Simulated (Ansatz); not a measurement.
## CH3 on Zr(0001), ontop start, 2x2 cell: work function, bands and core levels

Wanted: core-level shifts and unfolded surface bands for CH3 on Zr(0001), ontop start, 2x2 cell.

Main program and level: Ansatz 0.2.0; DFT, PBE, plane-wave PAW, default files, scalar-relativistic.

## (1) Starting point

The cell holds 4 atoms: 4 Zr. Its edges and angles: a = 3.230 Å, b = 3.230 Å, c = 22.755 Å, α = 90.0°, β = 90.0°, γ = 60.0°. It derives from Zr. Vacuum lies along c.

## (2) The clean face

The clean face is the reference for what the added atoms change.

The input, input.yaml:

```yaml
crystal:
  lattice:
    - [3.23, 0.0, 0.0]
    - [1.615, 2.7972620542, 0.0]
    - [0.0, 0.0, 22.755]
  atoms:
    - { symbol: Zr, position: [0.0, 0.0, 0.670402109] }
    - { symbol: Zr, position: [0.666666667, 0.666666667, 0.556800703] }
    - { symbol: Zr, position: [0.0, 0.0, 0.443199297] }
    - { symbol: Zr, position: [0.666666667, 0.666666667, 0.329597891] }
kpoints:
  mp_grid: { grid: [18, 18, 1] }
scf:
  occupations: { method: fermi_dirac, width: 0.05 }
  n_extra_bands: 12
hamiltonian:
  xc: pbe
  pseudopotentials: { kind: paw }
output:
  forces: true
  write_potential: true
  volumetric_format: []
  dos:
    projected: true
    de: 0.05
    e_range: [-30, 12]
    method: { smearing: { sigma: 0.1, scheme: gaussian } }
efield:
  axis: 3
  dipole_correction: true
relax:
  f_tol: 0.03
  max_steps: 50
  constraints: [{ sites: [2, 3] }]
```

Command:

```console
$ ansatz run input.yaml --threads 8 --pin off --max-ram 20480MiB --backend cpu --events-out ev --progress --plain --runs-dir out
```

Numbers of over 12 decimals in the logs are rounded to 6 here.

Log:

```text
scf.n_extra_bands = 12 over 24 filled bands (N_el = 48.0): the run solves 36 bands
Engine: ansatz 0.2.0, x86_64-unknown-linux-gnu
Pseudopotentials: kind: paw
Pseudopotential: Zr, paw, valence charge 12, recommended cutoff 420 eV (normal), Zr.paw.azcp
Functional definition: PBE
  parameter kappa = 0.804
  parameter beta = 0.066725
  exchange = pbe_x(kappa = kappa, mu = beta*pi^2/3)
  correlation = pbe_c(beta = beta)
Crystal: 4 atoms, lattice volume = 205.595 Å³
Basis set: ecut = 420 eV, 4109 PW (Γ), exchange–correlation on 48×48×320 points (8 copies of the dense FFT grid, shifted against one another)
Bands: 36, of which v1, the nominal top of the filled ones, is band 24 counted from 1 (23 counted from 0)
Symmetry: 6 space group operations
k-points: 37 of 324 (time reversal used)
Non-local potential: Zr, projectors of the file, l = 0: 3, l = 1: 2, l = 2: 2, l = 3: 2
PAW form: soft (Blöchl's): semilocal exchange-correlation on the pseudo side does not see the compensation charge
PAW one-centre angular grid: Zr, 590 points (default); XC on 64 Gauss nodes
Initial density: superposition of atomic densities (neutral atoms: chi_scale 0, normalization atom), corrected by the library's trained network
Initial wavefunctions: pseudopotential atomic-orbital guess
Functional: x = pbe(κ = 0.804, μ = 0.219515), c = pbe(β = 0.066725)
SCF iter   1: F=—  HF=-16733.460048 eV  |F-HF|=—  |Δ(HF+E_count)|=         —  Δρ=5.03e-3  dr2=5.61e-1  ethr=1.77e-3  p=0.000 e·Å  D=1.01e-13 V/Å  ΔV_dip=-0.00 eV  dr2_dipole=1.52e-5  V_vac-E_F(+/−)=4.14/4.14 eV  ⟨swp⟩=5.5  Hψ=5623  notcnv=0  defer=12
efield: sawtooth ramp at fractional position 0.9500 (placed from the atoms, in the widest stretch of the axis that holds none; the zero of the levels goes with the place), width 0.1000; the density the first Hamiltonian is built on has a dipole p = 0.000 e·Å; the dipole correction subtracts the counter field D = 1.01e-13 V/Å, which shifts the + side's vacuum level by -0.00 eV against the − side's; the planar-averaged density in the ramp window peaks in size at 7.5e-5 e/Å³
preconditioner: auto → LDOS  [metal: Δε(μ)=0.020 eV  Ē_g=3.546 eV  σ=0.050 eV  W_gap=0.10  n_scr=14 (ndim 8)  ℏωp=10.4 eV  f_vac=0.462  D(μ)=7.38/eV (n_scr^D=72)  β→1.0]
SCF iter   2: F=—  HF=-16733.448032 eV  |F-HF|=—  |Δ(HF+E_count)|=   1.20e-2  Δρ=1.31e-3  dr2=9.06e-3  ethr=1.17e-3  p=0.000 e·Å  D=1.84e-5 V/Å  ΔV_dip=-0.00 eV  dr2_dipole=1.40e-5  V_vac-E_F(+/−)=4.16/4.16 eV  ⟨swp⟩=1.4  Hψ=1648  notcnv=0  defer=34
SCF iter   3: F=—  HF=-16733.448413 eV  |F-HF|=—  |Δ(HF+E_count)|=   3.81e-4  Δρ=4.71e-4  dr2=3.19e-3  ethr=1.89e-5  p=0.000 e·Å  D=2.73e-6 V/Å  ΔV_dip=-0.00 eV  dr2_dipole=2.42e-7  V_vac-E_F(+/−)=4.17/4.17 eV  ⟨swp⟩=2.4  Hψ=1897  notcnv=0  defer=76
SCF iter   4: F=—  HF=-16733.448494 eV  |F-HF|=—  |Δ(HF+E_count)|=   8.05e-5  Δρ=1.88e-4  dr2=2.17e-4  ethr=6.64e-6  p=-0.000 e·Å  D=-2.79e-6 V/Å  ΔV_dip=0.00 eV  dr2_dipole=1.56e-8  V_vac-E_F(+/−)=4.17/4.17 eV  ⟨swp⟩=1.0  Hψ=1254  notcnv=0  defer=76
iter 5 did not close the SCF: its close was put off for the readings that it lacked (scf_convergence_deferred on its scf_iter line)
SCF iter   5: F=-16733.448502 eV  HF=-16733.448500 eV  |F-HF|=1.80e-6  |Δ(HF+E_count)|=   6.88e-6  Δρ=6.21e-5  dr2=1.18e-5  ethr=4.51e-7  p=-0.000 e·Å  D=-1.95e-6 V/Å  ΔV_dip=0.00 eV  dr2_dipole=9.87e-9  V_vac-E_F(+/−)=4.17/4.17 eV  ⟨swp⟩=2.1  Hψ=1652  notcnv=0  defer=76
SCF iter   6: F=-16733.448506 eV  HF=-16733.448506 eV  |F-HF|=3.81e-7  |Δ(HF+E_count)|=   5.38e-6  Δρ=2.07e-5  dr2=1.88e-6  ethr=2.45e-8  p=-0.000 e·Å  D=-9.53e-7 V/Å  ΔV_dip=0.00 eV  dr2_dipole=1.56e-9  V_vac-E_F(+/−)=4.17/4.17 eV  ⟨swp⟩=12.5  Hψ=10876  notcnv=0
WARN: efield: at this solve's end the planar-averaged density reaches 1.23e-5 e/Å³ inside the ramp window [0.9061, 0.0939] (bound 1e-5 e/Å³); the window's nearer edge stands 5.36 Å from this solve's nearest atom along the axis. Its work functions, free energy, forces, stress, dipole, levels and responses can be off, and this figure does not tell by how much. A short vacuum, a low `basis.ecutwfc` or `basis.ecutrho_ratio` and negative occupations (`scf.occupations.method`) can put density there. See the manual's quickstart, § The vacuum guard
SCF 1 converged in 6 iterations: F = -16733.448506 eV  dr2 = 1.88e-6
  greatest PAW one-centre occupation: 0.996 electrons in one spin orbital (limit 2), on the Zr atom at site 3 (counted from 0), in its partial waves of l = 0
relax step   1: F+E_penalty+E_count = -16733.44850620 eV  Δ(F+E_penalty+E_count) = +0.000e0 eV  max|allowed force component| = 6.210e-1 eV/Å  Δτ_max = 0.0000 Å  (6 SCF iters, dr2 threshold 2.25e-5 eV, accepted)
Initial density: handed on by an earlier stage of this run
Initial wavefunctions: those handed on with the density
SCF iter   1: F=—  HF=-16733.588640 eV  |F-HF|=—  |Δ(HF+E_count)|=         —  Δρ=8.11e-3  dr2=1.67e0  ethr=3.10e-3  p=-0.000 e·Å  D=-1.32e-6 V/Å  ΔV_dip=0.00 eV  dr2_dipole=1.89e-1  V_vac-E_F(+/−)=4.16/4.16 eV  ⟨swp⟩=3.8  Hψ=3386  notcnv=0  defer=66
efield: sawtooth ramp at fractional position 0.9500 (handed on by an earlier solve), width 0.1000; the density the first Hamiltonian is built on has a dipole p = -0.000 e·Å; the dipole correction subtracts the counter field D = -1.32e-6 V/Å, which shifts the + side's vacuum level by +0.00 eV against the − side's; the planar-averaged density in the ramp window peaks in size at 1.3e-5 e/Å³
preconditioner: auto → LDOS  [metal: Δε(μ)=0.012 eV  Ē_g=3.621 eV  σ=0.050 eV  W_gap=0.06  n_scr=14 (ndim 8)  ℏωp=10.4 eV  f_vac=0.468  D(μ)=6.92/eV (n_scr^D=58)  β→1.0]
SCF iter   2: F=—  HF=-16733.496095 eV  |F-HF|=—  |Δ(HF+E_count)|=   9.25e-2  Δρ=4.90e-3  dr2=2.39e-1  ethr=3.10e-3  p=0.011 e·Å  D=1.01e-2 V/Å  ΔV_dip=-0.23 eV  dr2_dipole=4.12e-2  V_vac-E_F(+/−)=3.95/4.18 eV  ⟨swp⟩=2.1  Hψ=2208  notcnv=0  defer=74
SCF iter   3: F=—  HF=-16733.477908 eV  |F-HF|=—  |Δ(HF+E_count)|=   1.82e-2  Δρ=1.97e-3  dr2=5.40e-2  ethr=4.98e-4  p=0.005 e·Å  D=4.81e-3 V/Å  ΔV_dip=-0.11 eV  dr2_dipole=9.21e-3  V_vac-E_F(+/−)=4.08/4.19 eV  ⟨swp⟩=2.6  Hψ=2081  notcnv=0  defer=74
SCF iter   4: F=—  HF=-16733.472885 eV  |F-HF|=—  |Δ(HF+E_count)|=   5.02e-3  Δρ=4.36e-4  dr2=5.42e-3  ethr=1.13e-4  p=0.005 e·Å  D=4.41e-3 V/Å  ΔV_dip=-0.10 eV  dr2_dipole=2.12e-3  V_vac-E_F(+/−)=4.09/4.19 eV  ⟨swp⟩=2.3  Hψ=1855  notcnv=0  defer=74
[...]
SCF iter   3: F=—  HF=-16733.493829 eV  |F-HF|=—  |Δ(HF+E_count)|=   3.51e-3  Δρ=7.23e-4  dr2=4.08e-3  ethr=1.16e-4  p=0.001 e·Å  D=1.27e-3 V/Å  ΔV_dip=-0.03 eV  dr2_dipole=1.04e-4  V_vac-E_F(+/−)=4.16/4.19 eV  ⟨swp⟩=2.0  Hψ=1980  notcnv=0  defer=73
SCF iter   4: F=—  HF=-16733.493109 eV  |F-HF|=—  |Δ(HF+E_count)|=   7.20e-4  Δρ=2.02e-4  dr2=1.56e-4  ethr=8.51e-6  p=0.001 e·Å  D=8.64e-4 V/Å  ΔV_dip=-0.02 eV  dr2_dipole=3.19e-5  V_vac-E_F(+/−)=4.17/4.19 eV  ⟨swp⟩=2.1  Hψ=1970  notcnv=0  defer=75
SCF iter   5: F=-16733.493143 eV  HF=-16733.493151 eV  |F-HF|=8.33e-6  |Δ(HF+E_count)|=   4.28e-5  Δρ=6.62e-5  dr2=1.64e-5  ethr=3.68e-8  p=0.001 e·Å  D=6.28e-4 V/Å  ΔV_dip=-0.01 eV  dr2_dipole=1.21e-6  V_vac-E_F(+/−)=4.17/4.18 eV  ⟨swp⟩=14.5  Hψ=11626  notcnv=0
WARN: efield: at this solve's end the planar-averaged density reaches 1.04e-5 e/Å³ inside the ramp window [0.9048, 0.0927] (bound 1e-5 e/Å³); the window's nearer edge stands 5.39 Å from this solve's nearest atom along the axis. Its work functions, free energy, forces, stress, dipole, levels and responses can be off, and this figure does not tell by how much. A short vacuum, a low `basis.ecutwfc` or `basis.ecutrho_ratio` and negative occupations (`scf.occupations.method`) can put density there. See the manual's quickstart, § The vacuum guard
SCF 3 converged in 5 iterations: F = -16733.493143 eV  dr2 = 1.64e-5
relax step   3: F+E_penalty+E_count = -16733.49314300 eV  Δ(F+E_penalty+E_count) = -2.055e-2 eV  max|allowed force component| = 6.888e-2 eV/Å  Δτ_max = 0.0614 Å  (5 SCF iters, dr2 threshold 1.77e-5 eV, accepted)
SCF iter   1: F=—  HF=-16733.494417 eV  |F-HF|=—  |Δ(HF+E_count)|=         —  Δρ=6.56e-4  dr2=1.44e-2  ethr=2.00e-4  p=0.001 e·Å  D=6.28e-4 V/Å  ΔV_dip=-0.01 eV  dr2_dipole=3.05e-3  V_vac-E_F(+/−)=4.17/4.18 eV  ⟨swp⟩=2.2  Hψ=2245  notcnv=0  defer=72
efield: sawtooth ramp at fractional position 0.9488 (handed on by an earlier solve), width 0.1000; the density the first Hamiltonian is built on has a dipole p = 0.001 e·Å; the dipole correction subtracts the counter field D = 6.28e-4 V/Å, which shifts the + side's vacuum level by -0.01 eV against the − side's; the planar-averaged density in the ramp window peaks in size at 1.0e-5 e/Å³
preconditioner: auto → LDOS  [metal: Δε(μ)=0.013 eV  Ē_g=3.573 eV  σ=0.050 eV  W_gap=0.07  n_scr=14 (ndim 8)  ℏωp=10.4 eV  f_vac=0.465  D(μ)=7.40/eV (n_scr^D=72)  β→1.0]
SCF iter   2: F=—  HF=-16733.493858 eV  |F-HF|=—  |Δ(HF+E_count)|=   5.59e-4  Δρ=3.31e-4  dr2=9.55e-4  ethr=3.00e-5  p=0.001 e·Å  D=1.10e-3 V/Å  ΔV_dip=-0.02 eV  dr2_dipole=1.00e-6  V_vac-E_F(+/−)=4.16/4.18 eV  ⟨swp⟩=1.0  Hψ=1628  notcnv=0  defer=72
SCF iter   3: F=—  HF=-16733.493818 eV  |F-HF|=—  |Δ(HF+E_count)|=   3.98e-5  Δρ=1.34e-4  dr2=1.77e-4  ethr=1.99e-6  p=0.001 e·Å  D=8.84e-4 V/Å  ΔV_dip=-0.02 eV  dr2_dipole=2.48e-6  V_vac-E_F(+/−)=4.16/4.18 eV  ⟨swp⟩=2.1  Hψ=1839  notcnv=0  defer=72
SCF iter   4: F=—  HF=-16733.493799 eV  |F-HF|=—  |Δ(HF+E_count)|=   1.94e-5  Δρ=2.85e-5  dr2=8.63e-6  ethr=3.69e-7  p=0.001 e·Å  D=9.43e-4 V/Å  ΔV_dip=-0.02 eV  dr2_dipole=9.20e-7  V_vac-E_F(+/−)=4.16/4.18 eV  ⟨swp⟩=2.2  Hψ=1732  notcnv=0  defer=72
SCF iter   5: F=—  HF=-16733.493673 eV  |F-HF|=—  |Δ(HF+E_count)|=   1.26e-4  Δρ=8.76e-6  dr2=3.06e-7  ethr=1.80e-8  p=0.001 e·Å  D=9.68e-4 V/Å  ΔV_dip=-0.02 eV  dr2_dipole=4.04e-10  V_vac-E_F(+/−)=4.16/4.18 eV  ⟨swp⟩=1.7  Hψ=1507  notcnv=0  defer=72
SCF iter   6: F=-16733.493673 eV  HF=-16733.493673 eV  |F-HF|=4.33e-9  |Δ(HF+E_count)|=   9.12e-8  Δρ=2.43e-6  dr2=2.10e-8  ethr=2.08e-10  p=0.001 e·Å  D=9.75e-4 V/Å  ΔV_dip=-0.02 eV  dr2_dipole=1.42e-9  V_vac-E_F(+/−)=4.16/4.18 eV  ⟨swp⟩=12.7  Hψ=9100  notcnv=0
WARN: efield: at this solve's end the planar-averaged density reaches 1.02e-5 e/Å³ inside the ramp window [0.9048, 0.0927] (bound 1e-5 e/Å³); the window's nearer edge stands 5.39 Å from this solve's nearest atom along the axis. Its work functions, free energy, forces, stress, dipole, levels and responses can be off, and this figure does not tell by how much. A short vacuum, a low `basis.ecutwfc` or `basis.ecutrho_ratio` and negative occupations (`scf.occupations.method`) can put density there. See the manual's quickstart, § The vacuum guard
SCF 4 converged in 6 iterations: F = -16733.493673 eV  dr2 = 2.10e-8
relax step   4: F+E_penalty+E_count = -16733.49367287 eV  Δ(F+E_penalty+E_count) = -5.299e-4 eV  max|allowed force component| = 2.473e-2 eV/Å  Δτ_max = 0.0110 Å  (6 SCF iters, accepted)
NSCF: frozen V_eff on 37 k-points
the band table was solved once a step of the walk had ended and its energy, with any forces and stress, was formed, with the checks that follow a solve (6173 applications of the Hamiltonian). They found nothing against the state; the energy, forces and stress were not computed again (output.eigenvalues in the input reference)
WARN: The output density's exchange-correlation potential varies sharply where the density is thin. Do not read a vacuum level from v_tot or v_xc, or from such a field of the output density. On a cell that repeats whose density bears no net charge and no dipole along the vacuum's axis use v_es (v_loc + v_h of the components); under efield.dipole_correction with no amplitude use v_es + v_field, which holds any externa [...]
SCF converged after 6 iterations
Free energy (F): -16733.493673 eV
Harris-Foulkes:  -16733.493673 eV  (|F-HF|=4.33e-9)
Internal energy: -16733.434026 eV  (E = F + TS)
E sigma→0 (E₀):  -16733.463850 eV
Entropy (-TS):   -0.059646 eV (-14.912 meV/atom)
Fermi energy:    4.185519 eV
Dipole field:    D = 0.001025 V/Å  (p = 0.001164 e·Å, saw-weighted, corrected)
Work function:   Φ+ = 4.1589 eV   Φ− = 4.1823 eV
Levels:          The Fermi level and band energies are counted from a zero that moves with the ramp; work functions are not
Vacuum region:   at the solve's end the planar-averaged density reaches 1.02e-5 e/Å³ inside the ramp window [0.9048, 0.0927] (bound 1e-5 e/Å³)
--- Per-component energies (eV) ---
  E_band       = -857.750131
  E_kinetic    = 1325.804289
  E_local      = -29614.392172  (includes V_loc(G=0)·N_el)
  E_nonlocal   = 323.541959
  E_hartree    = 14094.152964
  E_xc         = -642.804210
  E_vxc        = -758.561523  (∫ρ·V_xc dr)
  E_paw        = -11816.647276  (= ΣΔE_a)
  E_vpaw       = -322.451350  (= ΣTr[D̂ρ^β])
  E_aug_tail   = 0.000098  (compensation charges beyond the density's cutoff)
  E_efield     = 0.000001  (sawtooth field / dipole correction)
  E_vefield    = -0.001702  (∫n·V_field dr)
  E_ewald      = 9596.910322
  E_smearing   = -0.059646  (= −TS)
  E_closure    = -0.000000  (closes the sum)
  Σ components = -16733.493673   (vs F -16733.493673, Δ=0.00e0)
--- Forces (eV/Å), atoms counted from 1 ---
  atom   1  Zr    -0.00000000     0.00000000     0.00304958
  atom   2  Zr     0.00000000    -0.00000000    -0.02472732
  atom   3  Zr     0.00000000     0.00000000    -0.50665700
  atom   4  Zr    -0.00000000     0.00000000     0.52829718
  max |Σ_I F_I| component: 3.76e-5 eV/Å
--- Band table (eV; the first three rows and the last of 37) ---
  k-point 0: bands = [... 20 lower, 3.9329, 4.2358, 4.7262, 4.8150, 4.9547, 4.9547, 5.0520, 5.0520, ... 8 higher]
  k-point 1: bands = [... 20 lower, 3.8918, 4.2370, 4.6202, 4.6880, 4.9041, 5.0092, 5.0217, 5.1219, ... 8 higher]
  k-point 2: bands = [... 20 lower, 3.7568, 4.1526, 4.3788, 4.4838, 4.6935, 4.8426, 5.1105, 5.2078, ... 8 higher]
  k-point 36: bands = [... 20 lower, 3.1487, 3.3630, 3.4368, 4.2308, 4.2468, 4.2951, 4.3473, 4.4526, ... 8 higher]
--- Relaxed structure (4 steps of the walk, 4 accepted, 0 SCFs on fresh bases) ---
  F+E_penalty+E_count = -16733.49367287 eV   max|allowed force component| = 2.473e-2 eV/Å
  atoms:
    - { symbol: Zr, position: [7.259945355846262e-19, 0, 0.667617] }
    - { symbol: Zr, position: [0.666667, 0.666667, 0.560772] }
    - { symbol: Zr, position: [0.0, 0.0, 0.443199] }
    - { symbol: Zr, position: [0.666667, 0.666667, 0.329598] }
```

Wall time 9.2 s (8 threads of Intel Xeon Platinum 8488C (Sapphire Rapids), shared host); peak memory 0.88 GiB; 66 s of CPU time.

Step by step:

```
step  energy less that of the first step (eV)  largest force component (eV/Å)
   1                                   0.0000                          0.6210
   2                                  -0.0241                          0.5316
   3                                  -0.0446                          0.0689
   4                                  -0.0452                          0.0247
```

Forces are held to the 6 operations that the run works with; a distortion that breaks them can't arise in this run.

The atoms that moved most (Å):

```
atom     dx     dy      dz  length
 Zr2  0.000  0.000   0.090   0.090
 Zr1  0.000  0.000  -0.063   0.063
```

Final coordinates:

```xyz
4
Lattice="3.2300 0.0000 0.0000 1.6150 2.7973 0.0000 0.0000 0.0000 22.7550" Properties=species:S:1:pos:R:3
Zr    0.0000    0.0000   15.1916
Zr    3.2300    1.8648   12.7604
Zr    0.0000    0.0000   10.0850
Zr    3.2300    1.8648    7.5000
```

Numbers from this step:

```
free energy                                    : -16733.4937 eV
energy at zero smearing                        : -16733.4638 eV
smearing term TS                               : 0.05965 eV
Fermi energy                                   : 4.186 eV
symmetry operations                            : 6
zero of energy                                 : Fermi level
share of occupied states in no projected shell : 0.0069 of the occupied states in the window
DOS at the Fermi level                         : 7.377 states/eV/cell
work function, upper face                      : 4.159 eV
work function, lower face                      : 4.181 eV
```

The DOS has structure finer than the step of the table below, so its rows give means over 2 eV, whole bins alone (the curve runs from -29.1 to 2.77 eV). Peaks (eV: height): total -27.2: 26.1, -26.7: 27.0, -0.8: 8.27, 0.9: 9.67; Zr 4d -0.8: 7.21, 0.4: 7.21, 0.9: 8.62, 1.7: 6.59; Zr 5s -3.8: 0.850, -2.7: 1.38, -2.2: 1.24, -0.8: 0.781; Zr 5p* 0.7: 0.618, 1.4: 0.607, 1.8: 0.480, 2.5: 0.297; Zr 4p -27.2: 25.6, -26.7: 26.7.

* holds the states left over by the projection beside any projected weight of its own. The DOS by E, zero at the Fermi level; means over each step; values in states/eV/cell:

```csv
E (eV),total,Zr 4d,Zr 5s,Zr 5p*,Zr 4p
-28,3.77,0.0405,0.0323,0,3.70
-26,8.23,0.0545,0.0314,0,8.14
-24,0,0,0,0,0
-22,0,0,0,0,0
-20,0,0,0,0,0
-18,0,0,0,0,0
-16,0,0,0,0,0
-14,0,0,0,0,0
-12,0,0,0,0,0
-10,0,0,0,0,0
-8,0,0,0,0,0
-6,0.0291,1.2e-4,0.0286,3.1e-4,0
-4,0.686,0.0935,0.573,0.0200,0
-2,4.35,3.46,0.789,0.102,0
0,6.66,5.77,0.503,0.382,0
```

Simulated valence spectra by photon energy, shown to 13 eV, since a deeper line would dwarf them at some energies; the 100 % can be that line's tail at the edge; this run's widths, added to any smearing of the DOS itself: Gaussian 0.35 eV, Lorentzian 0.1 eV plus 0.05 an eV of depth. Table of intensity by binding energy, zero at the Fermi level; values in % of the maximum within 13 eV:

```
binding energy (eV)  21.2 eV  100 eV  400 eV  1486.7 eV  8047.8 eV
                 -1     1.47    1.83    1.66       2.02       3.43
                  0     52.0    54.4    52.1       51.9       51.1
                  1     96.2    96.0    95.9       95.0       84.8
                  2     69.8    73.4    70.9       73.1       92.5
                  3     17.7    27.1    20.1       24.6       71.3
                  4     2.24    8.15    3.84       6.83       36.0
                  5    0.683    3.20    1.51       3.08       16.2
                  6    0.342    1.08   0.734       1.45       4.80
                  7    0.217   0.875   0.611       1.33       4.21
                  8    0.152   0.834   0.577       1.35       4.31
                  9    0.112   0.852   0.581       1.43       4.63
                 10   0.0864   0.903   0.609       1.56       5.09
                 11   0.0686   0.984   0.658       1.73       5.67
                 12        -    1.09   0.726       1.94       6.41
```

The planar mean, electrostatic potential oscillates, so the rows of the table below give means over windows of 1 Å about each position, cut where the curve ends. Its maxima inside the range that stand out by 2 % of the span (Å: eV): 8.8: -0.0689, 11.4: 0.223, 13.9: -1.02. Its minima: 7.5: -18.1, 10.1: -17.9, 12.8: -17.8, 15.2: -18.1.

From the Fermi level. Planar mean, electrostatic potential against z; means over each step:

```
z (Å)  planar mean, electrostatic potential (eV)
    0                                       4.17
    1                                       4.18
    2                                       4.18
    3                                       4.18
    4                                       4.15
    5                                       3.85
    6                                       1.57
    7                                      -10.9
    8                                      -10.5
    9                                      -2.32
   10                                      -15.2
   11                                      -3.98
   12                                      -6.20
   13                                      -14.0
   14                                      -2.70
   15                                      -14.7
   16                                      -5.74
   17                                       2.77
   18                                       3.99
   19                                       4.14
   20                                       4.16
   21                                       4.16
   22                                       4.16
```

The spectra weight each projected shell by its atomic cross section (Dirac–Hartree–Slater) and angular factor, for unpolarised light with the analyser at 60° from the beam. Broadening, on top of any smearing of the DOS itself: a Gaussian of 0.35 eV and a Lorentzian of 0.1 eV plus 0.05 times the binding energy (full widths), Fermi edge at 20 K. Each atom is damped by exp[−depth/(λ cos θ)], θ = 60° from the normal, λ from the universal curve. Curves are cut 10 eV under the photon energy, above any shell that the free atom's threshold puts out of reach, or at the lower edge of the window: 11.2 eV at 21.2 eV, 29.1 eV at 100 eV, 29.1 eV at 400 eV, 29.1 eV at 1486.7 eV and 29.1 eV at 8047.8 eV. Dipole terms alone, which is rough above 3 keV; no background, satellites or final-state effects.

(Part 1 of 5 ends here.)

[Logs are printed without paths, hosts, clocks, repeated set-up lines and the standing remarks that a program may print on its own settings, such as how far it seeks lower states.]

[Hosts, paths, dates, database ids (printed as entryN), source tags and the programs' standing remarks are cut or masked in the printed files.]

[Maps of the electrostatic potential energy from Ansatz leave out the sawtooth potential of an applied field or a dipole correction, so their vacuum need not be flat; work functions include it.]
